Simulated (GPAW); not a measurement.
# Optical response of NaI

Aim: the dielectric function of NaI, and the optical constants that follow from it.

Method: DFT, PBE, plane-wave PAW (GPAW data sets), scalar-relativistic, RPA, optical limit, in GPAW 26.7.0.

## (1) Starting point

It takes space group Fm-3m (No. 225, cubic). Conventional cell: a = 6.473 Å, b = 6.473 Å, c = 6.473 Å, α = 90.00°, β = 90.00°, γ = 90.00°. I has 6 Na at 3.24 Å nearest. Nearest to Na lie 6 I at 3.24 Å. Farther neighbours and most contacts between anions are not listed.

## (2) Ground state

The self-consistent density comes first; it also tells whether there is a gap, which decides the occupations and the need for a Drude term.

This step: DFT, PBE, plane-wave PAW (GPAW data sets), scalar-relativistic, ground state (GPAW 26.7.0).

gs.py reads:

```python
from ase import Atoms
from ase.dft.bandgap import bandgap
from gpaw import GPAW, PW, FermiDirac

atoms = Atoms(['I', 'Na'],
              cell=[[0.000000000000, 3.236400000000, 3.236400000000],
                    [3.236400000000, 0.000000000000, 3.236400000000],
                    [3.236400000000, 3.236400000000, 0.000000000000]],
              scaled_positions=[[0.500000000000, 0.500000000000, 0.500000000000],
                                [0.000000000000, 0.000000000000, 0.000000000000]],
              pbc=[True, True, True])
atoms.calc = GPAW(mode=PW(500), xc='PBE', kpts={'size': (6, 6, 6), 'gamma': True},
                  occupations=FermiDirac(0.05), maxiter=150, txt='gs.txt')
print('energy (eV)', atoms.get_potential_energy())
print('Fermi level (eV)', atoms.calc.get_fermi_level())
print('valence electrons', atoms.calc.get_number_of_electrons())
print('gap (eV)', bandgap(atoms.calc, output=None)[0])
print('direct gap (eV)', bandgap(atoms.calc, direct=True, output=None)[0])
atoms.calc.write('gs.gpw')
```

Run with:

```console
$ OMP_NUM_THREADS=1 python gs.py
```

Numbers of over 12 decimals in the logs are rounded to 6 here.

The program printed:

```text
__  _  _
 | _ |_)|_||  |
 |__||  | ||/\| - 26.7.0

Versions:
  Python: 3.12.14
  ASE:    3.29.0
  Numpy:  2.5.5
  Scipy:  1.18.1
  Libxc:  7.0.0

Input parameters:
  mode=PW(ecut=500.0),
  kpts=MonkhorstPack(size=(6, 6, 6), gamma=True),
  maxiter=150,
  occupations=Occupations(name='fermi-dirac', width=0.05, fixmagmom=False),
  xc=XC(name='PBE')

Diagonalizing LCAO Hamiltonian
Converting LCAO to pw mode

                 I

       Na

Atoms  # Å, Bohr magnetons
|   | symbol |        x |        y |        z |    initial magnetic moments |
| 0 |      I | 3.236400 | 3.236400 | 3.236400 | ( 0.0000,  0.0000,  0.0000) |
| 1 |     Na | 0.000000 | 0.000000 | 0.000000 | ( 0.0000,  0.0000,  0.0000) |

Unit cell  # Å
| periodic |        x |        y |        z |  lengths |    angles |
|      yes | 0.000000 | 3.236400 | 3.236400 | 4.576961 | 60.000000 |
|      yes | 3.236400 | 0.000000 | 3.236400 | 4.576961 | 60.000000 |
|      yes | 3.236400 | 3.236400 | 0.000000 | 4.576961 | 60.000000 |

Number of symmetries: 48
Symmetry operations  # r_c * U_cc + t_c -> r_c
|    | kind |            matrix            |
|  0 |  σ   |  1, 0, 0,  1, 0,-1,  1,-1, 0 |
|  1 |  C2  |  1, 0, 0,  1,-1, 0,  1, 0,-1 |
|  2 |  E   |  1, 0, 0,  0, 1, 0,  0, 0, 1 |
|  3 |  σ   |  1, 0, 0,  0, 0, 1,  0, 1, 0 |
|  4 |  C4  |  1, 0,-1,  1, 0, 0,  1,-1, 0 |
|  5 |  S6  |  1, 0,-1,  1,-1, 0,  1, 0, 0 |
|  6 |  σ   |  1, 0,-1,  0, 1,-1,  0, 0,-1 |
|  7 |  C3  |  1, 0,-1,  0, 0,-1,  0, 1,-1 |
|  8 |  S6  |  1,-1, 0,  1, 0, 0,  1, 0,-1 |
|  9 |  C4  |  1,-1, 0,  1, 0,-1,  1, 0, 0 |
| 10 |  C3  |  1,-1, 0,  0,-1, 1,  0,-1, 0 |
| 11 |  σ   |  1,-1, 0,  0,-1, 0,  0,-1, 1 |
| 12 |  σ   |  0, 1, 0,  1, 0, 0,  0, 0, 1 |
| 13 |  C4  |  0, 1, 0,  0, 1,-1, -1, 1, 0 |
| 14 |  C3  |  0, 1, 0,  0, 0, 1,  1, 0, 0 |
| 15 |  S6  |  0, 1, 0, -1, 1, 0,  0, 1,-1 |
| 16 |  C2  |  0, 1,-1,  1, 0,-1,  0, 0,-1 |
| 17 |  σ   |  0, 1,-1,  0, 1, 0, -1, 1, 0 |
| 18 |  S4  |  0, 1,-1,  0, 0,-1,  1, 0,-1 |
| 19 |  C4  |  0, 1,-1, -1, 1, 0,  0, 1, 0 |
| 20 |  C3  |  0, 0, 1,  1, 0, 0,  0, 1, 0 |
| 21 |  σ   |  0, 0, 1,  0, 1, 0,  1, 0, 0 |
| 22 |  S6  |  0, 0, 1,  0,-1, 1, -1, 0, 1 |
| 23 |  C4  |  0, 0, 1, -1, 0, 1,  0,-1, 1 |
| 24 |  S4  |  0, 0,-1,  1, 0,-1,  0, 1,-1 |
| 25 |  C3  |  0, 0,-1,  0, 1,-1,  1, 0,-1 |
| 26 |  C2  |  0, 0,-1,  0,-1, 0, -1, 0, 0 |
| 27 |  S6  |  0, 0,-1, -1, 0, 0,  0,-1, 0 |
| 28 |  S4  |  0,-1, 1,  1,-1, 0,  0,-1, 0 |
| 29 |  C4  |  0,-1, 1,  0, 0, 1, -1, 0, 1 |
| 30 |  C2  |  0,-1, 1,  0,-1, 0,  1,-1, 0 |
| 31 |  σ   |  0,-1, 1, -1, 0, 1,  0, 0, 1 |
| 32 |  C3  |  0,-1, 0,  1,-1, 0,  0,-1, 1 |
| 33 |  S6  |  0,-1, 0,  0, 0,-1, -1, 0, 0 |
| 34 |  S4  |  0,-1, 0,  0,-1, 1,  1,-1, 0 |
| 35 |  C2  |  0,-1, 0, -1, 0, 0,  0, 0,-1 |
| 36 |  C2  | -1, 1, 0,  0, 1, 0,  0, 1,-1 |
| 37 |  S6  | -1, 1, 0,  0, 1,-1,  0, 1, 0 |
| 38 |  S4  | -1, 1, 0, -1, 0, 1, -1, 0, 0 |
| 39 |  C3  | -1, 1, 0, -1, 0, 0, -1, 0, 1 |
| 40 |  S6  | -1, 0, 1,  0, 0, 1,  0,-1, 1 |
| 41 |  C2  | -1, 0, 1,  0,-1, 1,  0, 0, 1 |
| 42 |  C3  | -1, 0, 1, -1, 1, 0, -1, 0, 0 |
| 43 |  S4  | -1, 0, 1, -1, 0, 0, -1, 1, 0 |
| 44 |  C2  | -1, 0, 0,  0, 0,-1,  0,-1, 0 |
| 45 |  i   | -1, 0, 0,  0,-1, 0,  0, 0,-1 |
| 46 |  σ   | -1, 0, 0, -1, 1, 0, -1, 0, 1 |
| 47 |  C2  | -1, 0, 0, -1, 0, 1, -1, 1, 0 |

BZ-sampling:
  Number of BZ points: 216
  Number of IBZ points: 16

  Monkhorst-Pack size: [6, 6, 6]
  Monkhorst-Pack shift: [0.083333, 0.083333, 0.083333]

K-points  # in reciprocal-cell coordinates
|     |                                coordinates |     weight |
|   0 | (  0.00000000,   0.00000000,   0.00000000) | 0.00462963 |
|   1 | (  0.16666667,   0.16666667,   0.00000000) | 0.02777778 |
|   2 | (  0.16666667,   0.16666667,   0.16666667) | 0.03703704 |
|   3 | (  0.33333333,   0.16666667,   0.16666667) | 0.05555556 |
|   4 | (  0.33333333,   0.33333333,  -0.33333333) | 0.05555556 |
|   5 | (  0.33333333,   0.33333333,   0.00000000) | 0.02777778 |
|   6 | (  0.33333333,   0.33333333,   0.16666667) | 0.11111111 |
|   7 | (  0.33333333,   0.33333333,   0.33333333) | 0.03703704 |
|   8 | (  0.50000000,   0.33333333,  -0.33333333) | 0.11111111 |
|   9 | (  0.50000000,   0.33333333,  -0.16666667) | 0.05555556 |
| ... |                                            |            |
|  15 | (  0.50000000,   0.50000000,   0.50000000) | 0.01851852 |

Plane wave coefficients: 1759
Cutoff: 500.0 eV

Spin-components: 1 (collinear spins)
Bands:           11
Projectors:      10
Spin-degeneracy: 2
Datatype:        complex128

Parallelization:
  kpt:    1
  domain: 1
  band:   1

Density:
  Valence electrons: 14.0
  Components: 1
  Grid points: [24 24 24]
  Charge: 0.0  # |e|

Potential:
  Grid points: [24 24 24]

species:
  I:
    name:    Iodine
    id:
    Z:       53.0
    valence: 7
    core:    46
    charge:  0.0  # [|e|]
    compensation charges:
      type: gauss
      rc: 0.37  # [Å]
      lmax: 2
    cutoffs:
      filter: 2.06  # [Å]
      core: 2.90  # [Å]
    projectors
    | kind |    occ | energy [eV] | rcut [Å] |
    |   5s |  2.000 |     -17.382 |    1.164 |
    |   5p |  5.000 |      -7.088 |    1.164 |
    |    s |        |       9.829 |    1.164 |
    |    p |        |      20.123 |    1.164 |
    |    d |        |       0.000 |    1.164 |

    Using partial waves for I as LCAO basis

  Na:
    name:    Sodium
    id:
    Z:       11.0
    valence: 7
    core:    4
    charge:  0.0  # [|e|]
    compensation charges:
      type: gauss
      rc: 0.37  # [Å]
      lmax: 2
    cutoffs:
      filter: 2.17  # [Å]
      core: 2.59  # [Å]
    projectors
    | kind |    occ | energy [eV] | rcut [Å] |
    |   3s |  1.000 |      -2.744 |    1.201 |
    |   2p |  6.000 |     -28.672 |    1.217 |
    |   3p |  0.000 |      -0.743 |    1.217 |
    |    s |        |      24.468 |    1.201 |
    |    d |        |       0.000 |    1.238 |

    Using partial waves for Na as LCAO basis

Reference energy: -197959.406164  # eV

eigensolver:
  PPCG
  Converge bands: occupied
  niter=2

density mixing:
  MSR1-Mixer
  Pratt-step length: 0.05
  Maximum mixing coefficient: 0.75
  Old densities: 10
  SVD Regularization: 0.005
  Good broyden scale: 1.0
  Trust region scale: 1.0
  Backstep threshold: 4.0
  History deletion threshold: 6.0
  Fourier metric: weight=20.0, sigma=0.015

occupation numbers:
  Fermi-Dirac:
    width: 0.0500  # eV

poisson solver:
  ecut: 4000.0  # eV

xc functional:
  name: PBE with 2 nearest neighbor stencil

convergence criteria:
- Maximum [total energy] change in last 3 cyles: 0.0005 eV / valence electron
- Maximum integral of absolute [dens]ity change: 0.0001 electrons / valence electron
- Maximum integral of absolute [eigenst]ate change: 4e-08 eV^2 / valence electron
maximum number of iterations: 150

SCF iterations
|iter     |      energy | eigst |  dens |
|iter:   1||   -5.392861 | -1.01 |       |
|iter:   2||   -5.390146 | -3.12 | -1.42 |
|iter:   3||   -5.383043 | -2.70 | -1.44 |
|iter:   4||   -5.385835 | -3.74 | -2.01 |
|iter:   5||   -5.386183c| -4.78 | -2.62 |
|iter:   6||   -5.386203c| -5.93 | -3.33 |
|iter:   7||   -5.386203c| -7.36 | -4.29c|
|iter:   8||   -5.386203c| -7.80c| -4.97c|

Converged in 8 steps
SCF loop duration: 3.615 s (0.452 s/step)
Energy contributions relative to reference atoms: (reference = -197959.406164)

Energy contributions:
  Kinetic:           9.135037
  Coulomb:          -9.027635
  Zero:             -0.046901
  External:          0.000000
  Xc:               -5.446704
  Entropy:          -0.000000
  Spinorbit:         0.000000
  ----------------------------
  Free energy:      -5.386203
  Extrapolated:     -5.386203

dipole moment: (-6.042650, -6.042650, -6.042650)  # |e|*Ang

Fermi level: 2.345
Eigenvalues  # (at kpt = [0.000, 0.000, 0.000])
| band index |      eig [eV] | occ [0-2] |
|          0 |       -21.739 |     2.000 |
|          1 |       -21.739 |     2.000 |
|          2 |       -21.739 |     2.000 |
|          3 |       -10.284 |     2.000 |
|          4 |         0.708 |     2.000 |
|          5 |         0.708 |     2.000 |
|          6 |         0.708 |     2.000 |
|          7 |         4.366 |     0.000 |
|          8 |        11.309 |     0.000 |
|          9 |        12.404 |     0.000 |
|         10 |        12.404 |     0.000 |

Gap: 3.658 eV
Transition (v -> c):
  (s=0, k=0, n=6, [0.00, 0.00, 0.00]) -> (s=0, k=0, n=7, [0.00, 0.00, 0.00])
No difference between direct/indirect transitions

--- standard output ---
energy (eV) -5.386203
Fermi level (eV) 2.344838
valence electrons 14.0
gap (eV) 3.658056
direct gap (eV) 3.658056
```

The job ended after 4.8 s (1 thread of Arm Neoverse V2, shared host; peak memory 0.14 GiB).

This step gave:

```
energy                 : -5.386 eV
Fermi energy           : 2.345 eV
gap on the k-mesh      : 3.658 eV
direct gap on the mesh : 3.658 eV
electrons              : 14
```

There is a gap, 3.66 eV on this mesh (points off the mesh can give less), so no carriers' term is needed.

## (3) Bands for the response

At the fixed density, many empty bands are solved on the mesh of the response, since the spectrum sums over them.

This step: DFT, PBE, plane-wave PAW (GPAW data sets), scalar-relativistic, bands at fixed density (GPAW 26.7.0).

nscf.py reads:

```python
from ase.dft.bandgap import bandgap
from gpaw import GPAW, FermiDirac

calc = GPAW('gs.gpw').fixed_density(kpts={'size': (9, 9, 9), 'gamma': True}, nbands=47, convergence={'bands': 41},
                                    occupations=FermiDirac(0.001), txt='nscf.txt')
print('gap (eV)', bandgap(calc, output=None)[0])
print('direct gap (eV)', bandgap(calc, direct=True, output=None)[0])
print('top band over the Fermi level (eV)', min(calc.get_eigenvalues(kpt=k)[40] for k in range(len(calc.get_ibz_k_points()))) - calc.get_fermi_level())
calc.write('full.gpw', mode='all')
```

Run with:

```console
$ OMP_NUM_THREADS=1 python nscf.py
```

The program printed:

```text
Diagonalizing LCAO Hamiltonian
Converting LCAO to pw mode
convergence criteria:
- Maximum integral of absolute [eigenst]ate change: 4e-08 eV^2 / valence electron
maximum number of iterations: 150

SCF iterations
|iter     |      energy | eigst |  dens |
|iter:   1||             | +3.82 |       |
|iter:   2||             | +2.42 |       |
|iter:   3||             | +1.41 |       |
|iter:   4||             | +0.24 |       |
|iter:   5||             | -0.78 |       |
|iter:   6||             | -1.68 |       |
|iter:   7||             | -2.53 |       |
|iter:   8||             | -3.37 |       |
|iter:   9||             | -4.27 |       |
|iter:  10||             | -5.03 |       |
|iter:  11||             | -5.72 |       |
|iter:  12||             | -6.27 |       |
|iter:  13||             | -6.86 |       |
|iter:  14||             | -7.37 |       |
|iter:  15||             | -7.83c|       |
SCF steps: 15
  __  _  _
 | _ |_)|_||  |
 |__||  | ||/\| - 26.7.0

Versions:
  Python: 3.12.14
  ASE:    3.29.0
  Numpy:  2.5.5
  Scipy:  1.18.1
  Libxc:  7.0.0

Input parameters:
  mode=PW(ecut=500.0),
  convergence={'bands': 41},
  gpts=array([24, 24, 24]),
  kpts=MonkhorstPack(size=(9, 9, 9), gamma=True),
  maxiter=150,
  nbands=47,
  occupations=Occupations(name='fermi-dirac', width=0.001, fixmagmom=False),
  parallel={},
  xc=XC(name='PBE')

--- standard output ---
gap (eV) 3.658056
direct gap (eV) 3.658056
top band over the Fermi level (eV) 31.205169
```

Run time: 56 s. Hardware: 1 thread; peak memory 0.2 GiB.

## (4) Dielectric function, RPA

Transitions between filled and empty bands, summed over the zone, give the optical response, so mesh, band count and broadening shape it.

The induced potential is part of this response.

This step: DFT, PBE, plane-wave PAW (GPAW data sets), scalar-relativistic, RPA, optical limit (GPAW 26.7.0).

df.py reads:

```python
from gpaw.response.df import DielectricFunction

df = DielectricFunction('full.gpw', frequencies={'type': 'nonlinear', 'domega0': 0.03, 'omega2': 8},
                        ecut=60,
                        eta=0.2,
                        nbands=41,
                        txt='df.txt')
for direction in ['x']:
    df.get_dielectric_function(xc='RPA', direction=direction, filename=f'df_{direction}.csv')
```

Run with:

```console
$ OMP_NUM_THREADS=1 python df.py
```

The program printed:

```text
Using integrator: PointIntegrator
NonLinearFrequencyDescriptor(from 0.000 to 58.501 eV, 485 points)
Nonperiodic BCs:  [False False False]
Using integrator: PointIntegrator
NonLinearFrequencyDescriptor(from 0.000 to 58.501 eV, 485 points)
Nonperiodic BCs:  [False False False]

Calculating chi0 body with:
    Ground state adapter containing:
    Number of spins: 1
    Number of kpoints: 729
    Number of irreducible kpoints: 35
    Number of completely occupied states: 7
    Number of partially occupied states: 7

    Linear response parametrization:
    q_c: [0.0, 0.0, 0.0]
    Number of frequency points: 485
    Planewave cutoff: 60.0
    Number of bands: 41
    Number of planewaves: 65
    Broadening (eta): 0.2

Integrating chi0 body.

Symmetries of q_c:
    Direct symmetries (Uq -> q): 48
    Indirect symmetries (TUq -> q): 0
In total 48 allowed symmetries.

35 groups of equivalent kpoints. 95.198903% reduction.

Integral kind: spectral function

Calculating chi0 optical extensions with:
    Ground state adapter containing:
    Number of spins: 1
    Number of kpoints: 729
    Number of irreducible kpoints: 35
    Number of completely occupied states: 7
    Number of partially occupied states: 7

    Linear response parametrization:
    Number of frequency points: 485
    Planewave cutoff: 60.0
    Number of bands: 41
    Number of planewaves: 65
    Broadening (eta): 0.2
Integrating chi0 head and wings.

Symmetries of q_c:
    Direct symmetries (Uq -> q): 48
    Indirect symmetries (TUq -> q): 0
In total 48 allowed symmetries.

35 groups of equivalent kpoints. 95.198903% reduction.

Integral kind: spectral function wings
```

The job ended after 7.3 s (1 thread; peak memory 0.3 GiB).

This step gave:

| Quantity | Value |
| --- | --- |
| electronic dielectric constant ε∞, mean over x, y and z (by symmetry where fewer were run) | 3.039 |
| main peak of Im epsilon, first axis | 5.863 eV |
| centre of weight of the strongest loss peak in the window | 14.01 eV |

Values under the direct gap are tails of Lorentzian lines. Im ε, E ∥ x against photon energy; read off at these points:

```csv
photon energy (eV),"Im ε, E ∥ x"
0.00,0
0.50,0.00855
1.00,0.0179
1.50,0.0290
2.00,0.0435
2.50,0.0649
3.00,0.104
3.50,0.230
4.00,0.590
4.50,0.877
5.00,1.66
5.50,2.93
5.87,4.63
6.00,4.51
6.50,3.96
7.00,3.06
7.50,3.12
8.00,3.08
8.27,3.37
8.50,3.26
9.00,2.72
9.50,2.44
10.00,1.83
10.50,1.85
11.00,1.25
11.50,1.07
12.00,0.800
12.50,0.761
13.00,0.727
13.50,0.476
14.00,0.663
14.50,0.502
15.00,0.578
15.50,0.577
16.00,0.569
16.50,0.520
17.00,0.464
17.50,0.441
18.00,0.393
18.50,0.413
19.00,0.329
19.50,0.300
20.00,0.282
20.50,0.260
21.00,0.310
21.50,0.301
```

Table of Re ε, E ∥ x by photon energy:

photon energy (eV), Re ε, E ∥ x and a bar from the least value:
```
        0       3.04 ###################
        1       3.08 ####################
        2       3.23 ####################
        3       3.56 ######################
        4       4.29 ##########################
        5       4.90 ##############################
        6       3.22 ####################
        7       1.54 ###########
        8       1.40 ##########
        9       0.18 ###
       10      -0.02 ##
       11      -0.35 
       12       0.07 ##
       13       0.17 ###
       14       0.45 #####
       15       0.55 #####
       16       0.50 #####
       17       0.52 #####
       18       0.57 #####
       19       0.54 #####
       20       0.62 ######
       21       0.68 ######
```

The refractive index n and extinction k by photon energy:

```csv
photon energy (eV),n,k
0,1.74,0
1,1.76,0.00509
2,1.80,0.0121
3,1.89,0.0275
4,2.08,0.142
5,2.24,0.369
6,2.09,1.08
7,1.58,0.970
8,1.55,0.996
9,1.21,1.13
10,0.954,0.962
11,0.689,0.908
12,0.660,0.605
13,0.675,0.539
14,0.791,0.419
15,0.823,0.351
16,0.791,0.360
17,0.780,0.297
18,0.793,0.248
19,0.766,0.214
20,0.804,0.176
21,0.846,0.183
```

The loss function −Im 1/ε at q → 0, E ∥ x has structure finer than the step of the table below, so its rows give means over 0.5 eV, whole bins alone (the curve runs from 0 to 21.9 eV). Peaks (eV: height): 13.25: 1.60, 14.40: 1.20.

Values under the direct gap are tails of Lorentzian lines. Table of loss function −Im 1/ε at q → 0, E ∥ x by energy loss; means over each step:

```csv
energy loss (eV),"loss function −Im 1/ε at q → 0, E ∥ x"
0.5,9.2e-4
1.0,0.00188
1.5,0.00294
2.0,0.00418
2.5,0.00578
3.0,0.00830
3.5,0.0156
4.0,0.0323
4.5,0.0449
5.0,0.0604
5.5,0.0825
6.0,0.144
6.5,0.210
7.0,0.255
7.5,0.257
8.0,0.268
8.5,0.291
9.0,0.355
9.5,0.414
10.0,0.530
10.5,0.534
11.0,0.733
11.5,0.948
12.0,1.20
12.5,1.25
13.0,1.35
13.5,1.30
14.0,1.04
14.5,1.09
15.0,0.915
15.5,0.908
16.0,0.988
16.5,0.988
17.0,0.959
17.5,0.916
18.0,0.844
18.5,0.869
19.0,0.814
19.5,0.661
20.0,0.608
20.5,0.504
21.0,0.543
21.5,0.549
```

Values under the direct gap are tails of Lorentzian lines. Table of Im ε, E ∥ x by photon energy; read off at these points:

```csv
photon energy (eV),without local fields,with local fields
0.0,0,0
1.0,0.0253,0.0179
2.0,0.0612,0.0435
3.0,0.142,0.104
4.0,0.728,0.590
5.0,2.27,1.66
5.8,6.72,4.57
5.9,6.58,4.61
6.0,6.40,4.51
7.0,5.50,3.06
8.0,5.33,3.08
9.0,3.08,2.72
10.0,1.82,1.83
11.0,0.909,1.25
12.0,0.775,0.800
13.0,0.621,0.727
14.0,0.672,0.663
15.0,0.626,0.578
16.0,0.437,0.569
17.0,0.351,0.464
18.0,0.277,0.393
19.0,0.179,0.329
20.0,0.158,0.282
21.0,0.163,0.310
```

At chosen wavelengths:

```csv
wavelength (nm),n,k,R (%),1/α
1550,1.75,0.004,7.5,31 µm
1064,1.76,0.006,7.6,14 µm
633,1.79,0.012,8.1,4.3 µm
532,1.82,0.016,8.4,2.7 µm
450,1.86,0.022,9.0,1.6 µm
405,1.90,0.029,9.6,1.1 µm
308,2.08,0.152,12.5,161 nm
```

Below the direct gap, k and the depth come from the tails of the Lorentzian lines, not from transitions.

Rows near the edge hang on the gap, which this functional as a rule makes too small, and phonon-assisted absorption is left out.

## (5) Summary of results

```json
{"electronic dielectric constant ε∞, mean over x, y and z (by symmetry where fewer were run) (RPA)": "3.04", "main peak of Im epsilon, first axis": "5.86 eV", "centre of weight of the strongest loss peak in the window, first axis": "14.0 eV"}
```

What this shows: At this level (PBE, RPA) NaI has ε∞ = 3.04 and n = 1.75 at 1550 nm, and Im ε peaks at 5.9 eV. On the mesh the gap is 3.66 eV and the least direct gap 3.66 eV. Local fields change the static value along x from 3.71 to 3.04 (-18 %). Distinct maxima of Im ε, read by a parabola through the highest points, lie at 5.86 eV (4.6), 8.28 eV (3.4) and 13.98 eV (0.67). Excitons and phonon-assisted transitions are missing; PBE gaps are as a rule too small, which pulls the onset down and ε∞ up. Spin-orbit coupling is left out although heavy atoms are present. The sum runs over mesh points, so small or evenly spaced maxima can still be ripples of the mesh.

[Machine, clock and banner lines and Python warnings are left out of the logs.]

[Logs are printed without paths, hosts, clocks, repeated set-up lines and the standing remarks that a program may print on its own settings, such as how far it seeks lower states.]

[Hosts, paths, dates, database ids (printed as entryN), source tags and the programs' standing remarks are cut or masked in the printed files.]
